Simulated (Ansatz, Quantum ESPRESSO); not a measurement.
# Work function of Co(0001), 6 layers, part 5 of 6

How much energy does it take to lift an electron out of Co(0001), 6 layers, and how far do the settings matter?

Quantum ESPRESSO 7.5; plane-wave DFT, PBE, GBRV ultrasoft pseudopotentials; geometry and cross-check by Ansatz 0.2.0 with PAW datasets.

So far. Step 8 (Self-consistent run: open boundaries by the effective …): The upper level is 4.931 eV against 4.933 eV from the periodic run. Step 10 (Potential by pp.x): The upper face goes from 4.933 eV (PBE, GBRV) to 5.273 eV, a change of +0.341 eV.

### 11. Ground state: RPBE, GBRV ultrasoft

Level of this step: plane-wave DFT, RPBE, GBRV ultrasoft pseudopotentials made under PBE (Quantum ESPRESSO 7.5). input_dft overrides the functional of the files.

Contents of gbrv-rpbe.in:

```
&control
  prefix = 'gbrv-rpbe'
  outdir = './out'
  pseudo_dir = './pseudo'
  calculation = 'scf'
  tprnfor = .true.
/
&system
  ibrav = 0
  nat = 6
  ntyp = 1
  ecutwfc = 40
  ecutrho = 200
  input_dft = 'rpbe'
  occupations = 'smearing'
  smearing = 'mv'
  degauss = 0.02
  nspin = 2
  starting_magnetization(1) = 0.28
/
&electrons
  conv_thr = 1e-07
  mixing_beta = 0.4
  electron_maxstep = 120
  mixing_mode = 'local-TF'
/
ATOMIC_SPECIES
  Co  58.9332  co_pbe_v1.2.uspp.F.UPF
CELL_PARAMETERS angstrom
  2.51000000000061 0.00000000000000 0.00000000000000
  1.25500000000031 2.17372376349947 0.00000000000000
  0.00000000000000 0.00000000000000 26.17805000000000
ATOMIC_POSITIONS crystal
  Co  0.666666666667 0.666666666667 0.309030536052
  Co  -0.000000000000 0.000000000000 0.383480347283
  Co  0.666666666667 0.666666666667 0.461119907700
  Co  0.000000000000 0.000000000000 0.538880092300
  Co  0.666666666667 0.666666666667 0.616519649154
  Co  0.000000000000 -0.000000000000 0.690969455348
K_POINTS automatic
  12 12 1 0 0 0
```

The run is started by

```sh
OMP_NUM_THREADS=1 mpirun -n 8 pw.x -nk 8 -in gbrv-rpbe.in > gbrv-rpbe.out
```

Output:

```text
[banner, memory and clock lines left out]
Program PWSCF v.7.5 starts
[citation notice left out]

[...]
Message from routine setup:
[...]
bravais-lattice index     =            0
     lattice parameter (alat)  =       4.7432  a.u.
     unit-cell volume          =     963.8556 (a.u.)^3
     number of atoms/cell      =            6
     number of atomic types    =            1
     number of electrons       =       102.00
     number of Kohn-Sham states=           61
     kinetic-energy cutoff     =      40.0000  Ry
     charge density cutoff     =     200.0000  Ry
     scf convergence threshold =      1.0E-07
     mixing beta               =       0.4000
     number of iterations used =            8  local-TF  mixing
     Exchange-correlation= RPBE
                           (   1   4  44   4   0   0   0)

[...]
PseudoPot. # 1 for Co read from file:
     ./pseudo/co_pbe_v1.2.uspp.F.UPF
     Pseudo is Ultrasoft + core correction, Zval = 17.0
     Generated by new atomic code, or converted to UPF format
     Using radial grid of  863 points,  6 beta functions with:
                l(1) =   0
                l(2) =   0
                l(3) =   1
                l(4) =   1
                l(5) =   2
                l(6) =   2
     Q(r) pseudized with  8 coefficients,  rinner =    1.200   1.200   1.200
                                                       1.200   1.200

     atomic species   valence    mass     pseudopotential
     Co               17.00    58.93320     Co( 1.00)

     Starting magnetic structure
     atomic species   magnetization
     Co              0.280

     12 Sym. Ops., with inversion, found ( 6 have fractional translation)

[...]
number of k points=    19  Marzari-Vanderbilt smearing, width (Ry)=  0.0200
[...]
Dense  grid:    46195 G-vectors     FFT dimensions: (  24,  24, 225)

     Smooth grid:    33139 G-vectors     FFT dimensions: (  24,  24, 200)

     Check: negative core charge=   -0.000034
     Generating pointlists ...
     new r_m :   0.3991 (alat units)  1.8932 (a.u.) for type    1

     Initial potential from superposition of free atoms

     starting charge      96.0000, renormalised to     102.0000

     negative rho (up, down):  6.581E-05 3.702E-05
     Starting wfcs are   78 randomized atomic wfcs

     per-process dynamical memory:    71.1 Mb

     Self-consistent Calculation

     iteration #  1     ecut=    40.00 Ry     beta= 0.40
     Davidson diagonalization with overlap
     ethr =  1.00E-02,  avg # of iterations =  8.5

     negative rho (up, down):  8.952E-02 3.236E-02

     total energy              =   -1778.85470894 Ry
     estimated scf accuracy    <     221.65456440 Ry

     total magnetization       =    10.21 Bohr mag/cell
     absolute magnetization    =    11.28 Bohr mag/cell

     iteration #  2     ecut=    40.00 Ry     beta= 0.40
[...]
negative rho (up, down):  3.859E-02 1.178E-02

[...]
total energy              =   -1790.90234340 Ry
     estimated scf accuracy    <       2.94721823 Ry

     total magnetization       =    12.56 Bohr mag/cell
     absolute magnetization    =    13.45 Bohr mag/cell

     iteration #  3     ecut=    40.00 Ry     beta= 0.40
[...]
negative rho (up, down):  9.100E-03 1.673E-03

[...]
total energy              =   -1791.19868995 Ry
     estimated scf accuracy    <       0.64533788 Ry

     total magnetization       =    11.11 Bohr mag/cell
     absolute magnetization    =    12.29 Bohr mag/cell

     iteration #  4     ecut=    40.00 Ry     beta= 0.40
[...]
negative rho (up, down):  1.305E-04 9.317E-06

[...]
total energy              =   -1791.25937763 Ry
     estimated scf accuracy    <       1.13042083 Ry

     total magnetization       =    10.97 Bohr mag/cell
     absolute magnetization    =    12.24 Bohr mag/cell

     iteration #  5     ecut=    40.00 Ry     beta= 0.40
[...]
negative rho (up, down):  4.983E-05 1.090E-04

[...]
total energy              =   -1791.26591670 Ry
     estimated scf accuracy    <       0.25640974 Ry

     total magnetization       =    10.69 Bohr mag/cell
     absolute magnetization    =    11.95 Bohr mag/cell

     iteration #  6     ecut=    40.00 Ry     beta= 0.40
[...]
negative rho (up, down):  4.603E-05 1.029E-04

[...]
total energy              =   -1791.27142320 Ry
     estimated scf accuracy    <       0.12791274 Ry

     total magnetization       =    10.24 Bohr mag/cell
     absolute magnetization    =    11.53 Bohr mag/cell

[...]
iteration # 18     ecut=    40.00 Ry     beta= 0.40
[...]
negative rho (up, down):  7.919E-05 3.416E-05

[...]
total energy              =   -1791.21218037 Ry
     estimated scf accuracy    <       0.00000275 Ry

     total magnetization       =    10.25 Bohr mag/cell
     absolute magnetization    =    11.48 Bohr mag/cell

     iteration # 19     ecut=    40.00 Ry     beta= 0.40
[...]
negative rho (up, down):  3.024E-05 3.122E-05

[...]
total energy              =   -1791.21218083 Ry
     estimated scf accuracy    <       0.00000057 Ry

     total magnetization       =    10.25 Bohr mag/cell
     absolute magnetization    =    11.48 Bohr mag/cell

     iteration # 20     ecut=    40.00 Ry     beta= 0.40
[...]
negative rho (up, down):  2.603E-05 2.313E-05

[...]
total energy              =   -1791.21218092 Ry
     estimated scf accuracy    <       0.00000012 Ry

     total magnetization       =    10.25 Bohr mag/cell
     absolute magnetization    =    11.48 Bohr mag/cell

     iteration # 21     ecut=    40.00 Ry     beta= 0.40
[...]
negative rho (up, down):  2.687E-05 1.318E-05

     Magnetic moment per site  (integrated on atomic sphere of radius R)
     atom   1 (R=0.399)  charge= 15.3930  magn=  1.8388
     atom   2 (R=0.399)  charge= 15.4659  magn=  1.7853
     atom   3 (R=0.399)  charge= 15.4415  magn=  1.7718
     atom   4 (R=0.399)  charge= 15.4415  magn=  1.7718
     atom   5 (R=0.399)  charge= 15.4659  magn=  1.7853
     atom   6 (R=0.399)  charge= 15.3930  magn=  1.8388

[...]
End of self-consistent calculation

 ------ SPIN UP ------------

          k = 0.0000 0.0000 0.0000 (  4155 PWs)   bands (ev):

   -90.3683 -90.3668 -90.3254 -90.3021 -90.2566 -90.2565 -53.7349 -53.7106
   -53.6176 -53.5343 -53.4822 -53.4790 -53.4790 -53.4780 -53.4780 -53.4425
   -53.4367 -53.4367 -53.4163 -53.4163 -53.3482 -53.3482 -53.3482 -53.3482
    -2.7358  -2.1287  -1.0736   0.0345   0.6193   0.7688   3.0309   3.0758
     3.1532   3.1532   3.1960   3.1960   3.2136   3.2136   3.2339   3.2342
     3.3388   3.3388   3.4788   3.4788   3.5491   3.5491   4.0014   4.0014
     4.0669   4.2293   4.2293   4.5315   4.5315   4.7989   4.7989   4.9350
     4.9350   4.9676   4.9676   5.5989   6.1452

          k = 0.0000 0.0962 0.0000 (  4133 PWs)   bands (ev):

   -90.3658 -90.3644 -90.3232 -90.3005 -90.2547 -90.2547 -53.7290 -53.7064
   -53.6175 -53.5404 -53.4946 -53.4889 -53.4831 -53.4821 -53.4819 -53.4498
   -53.4441 -53.4405 -53.4282 -53.4191 -53.3617 -53.3615 -53.3515 -53.3515
    -2.4988  -1.8995  -0.8569   0.2371   0.7964   0.9189   2.8719   2.9413
     3.0336   3.0523   3.1554   3.2023   3.2242   3.2451   3.2803   3.3129
     3.4119   3.4204   3.4243   3.4954   3.5649   3.6402   3.7916   3.9511
     3.9626   4.1751   4.2040   4.4184   4.5131   4.5668   4.7622   4.7946
     4.9479   4.9921   5.2505   6.2659   6.9110

[...]
the Fermi energy is     5.9854 ev

!    total energy              =   -1791.21218088 Ry
     estimated scf accuracy    <       0.00000003 Ry
     smearing contrib. (-TS)   =       0.00361443 Ry
     internal energy E=F+TS    =   -1791.21579531 Ry

     The total energy is F=E-TS. E is the sum of the following terms:
     one-electron contribution =  -17325.94672512 Ry
     hartree contribution      =    8682.18106435 Ry
     xc contribution           =    -196.44796602 Ry
     ewald contribution        =    7048.99783147 Ry

     total magnetization       =    10.25 Bohr mag/cell
     absolute magnetization    =    11.48 Bohr mag/cell

     convergence has been achieved in  21 iterations

     negative rho (up, down):  2.687E-05 1.318E-05

     Forces acting on atoms (cartesian axes, Ry/au):

     atom    1 type  1   force =     0.00000000   -0.00000000   -0.00732652
     atom    2 type  1   force =    -0.00000000   -0.00000000   -0.00176728
     atom    3 type  1   force =     0.00000000   -0.00000000    0.01172405
     atom    4 type  1   force =     0.00000000    0.00000000   -0.01172405
     atom    5 type  1   force =    -0.00000000   -0.00000000    0.00176728
     atom    6 type  1   force =     0.00000000   -0.00000000    0.00732652

     Total force =     0.019711     Total SCF correction =     0.001775

[...]
```

Elapsed: 65 s, on 8 MPI ranks of Arm Neoverse V2, shared host; peak memory 0.98 GiB.

Numbers from this step:

* free energy: -24370.6833 eV
* Fermi energy: 5.985 eV
* magnetization: 10.25 μB
* absolute magnetization: 11.48 μB
* site moments: 1.839, 1.785, 1.772, 1.772, 1.785, 1.839 μB

### 12. Potential by pp.x

Contents of gbrv-rpbe.pot.in:

```
&inputpp
  prefix = 'gbrv-rpbe'
  outdir = './out'
  filplot = 'gbrv-rpbe.pot.dat'
  plot_num = 11
/
```

The run is started by

```sh
OMP_NUM_THREADS=1 mpirun -n 8 pp.x -in gbrv-rpbe.pot.in > gbrv-rpbe.pot.out
```

Elapsed: 0.76 s, on 8 MPI ranks; peak memory 0.11 GiB.

Numbers from this step:

* work function of the upper face: 4.769 eV
* slope of the potential above: 3.96e-4 eV/Å
* upper vacuum line continued to the top atoms, over the Fermi level: 4.767 eV
* work function of the lower face: 4.769 eV
* slope of the potential below: -2.64e-4 eV/Å
* lower vacuum line continued to the bottom atoms, over the Fermi level: 4.767 eV

The upper face goes from 4.933 eV (PBE, GBRV) to 4.769 eV, a change of -0.164 eV.

[end of part 5 of 6]

[Logs are printed without paths, hosts, clocks, repeated set-up lines and the standing remarks that a program may print on its own settings, such as how far it seeks lower states.]

[Hosts, paths, dates, database ids (printed as entryN), source tags and the programs' standing remarks are cut or masked in the printed files.]

[Maps of the electrostatic potential energy from Ansatz leave out the sawtooth potential of an applied field or a dipole correction, so their vacuum need not be flat; planar profiles and work functions include it.]
